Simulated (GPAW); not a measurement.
Two runs for the V K edge of atom 1 in VF3 (P-1). Run A: GPAW, LDA + U (V 3 eV), full core hole (charged cell), 8-atom cell with 5.1 Å between holes, 3×3×3 k points, dipole transitions, Gaussian full width 1.01 eV up to 4 eV, rising linearly to 3.5 eV at 25 eV. Run B differs in one choice.

Energy from the lowest empty level; intensity scaled to a mean of 1 over the first 20 eV:

```
E (eV)     A     B
 -2.00  0.00  0.00
 -1.25  0.00  0.00
 -0.50  0.00  0.00
  0.25  0.01  0.02
  1.00  0.01  0.00
  1.75  0.02  0.01
  2.50  0.04  0.04
  3.25  0.08  0.06
  4.00  0.17  0.13
  4.75  0.22  0.32
  5.50  0.08  0.02
  6.25  0.03  0.03
  7.00  0.01  0.01
  7.75  0.01  0.00
  8.50  0.05  0.02
  9.25  0.11  0.15
 10.00  0.18  0.07
 10.75  0.38  0.33
 11.50  0.62  0.72
 12.25  0.82  0.59
 13.00  1.15  1.00
 13.75  1.49  1.87
 14.50  1.61  1.59
 15.25  1.72  1.31
 16.00  2.05  1.75
 16.75  2.53  2.83
 17.50  2.98  2.86
 18.25  3.41  2.89
 19.00  3.77  4.20
 19.75  3.87  4.78
 20.50  3.60  3.85
 21.25  3.16  2.67
 22.00  2.88  2.12
 22.75  2.85  2.59
 23.50  2.92  3.30
 24.25  2.87  3.74
 25.00  2.65  3.02
 25.75  2.34  1.68
 26.50  2.09  1.62
 27.25  1.92  2.22
 28.00  1.80  1.97
 28.75  1.69  1.52
 29.50  1.60  1.33
 30.25  1.56  1.46
 31.00  1.52  1.75
 31.75  1.47  1.67
```

**Question.** What was changed?
a) the k mesh of the field
b) the size of the supercell
c) the volume of the cell
d) the broadening

(d): run B changes the broadening from Gaussian full width 1.01 eV up to 4 eV, rising linearly to 3.5 eV at 25 eV to Gaussian full width 0.5 eV up to 4 eV, rising linearly to 1.5 eV at 25 eV. The scaled spectrum changes by 18 % r.m.s. The highest intensity below 24 eV goes from 19.6 eV (3.88) to 19.6 eV (4.85). Other settings could leave a like mark; this is the one that was changed.

[Banner, clock and machine lines of the logs are left out without a mark of their own.]

[Logs are printed without paths, hosts, clocks, repeated set-up lines and the standing remarks that a program may print on its own settings, such as how far it seeks lower states.]

[Hosts, paths, dates, database ids (printed as entryN), source tags and the programs' standing remarks are cut or masked in the printed files.]

[Lists of maxima count a maximum above −3 eV only where it reaches 4 % of the highest in the window and stands out from its surroundings by 2 % of it (1.5 % where it reaches 55 %); shoulders and weaker maxima are passed over, and of the rest the first, up to two pre-edge ones and the few strongest are named.]
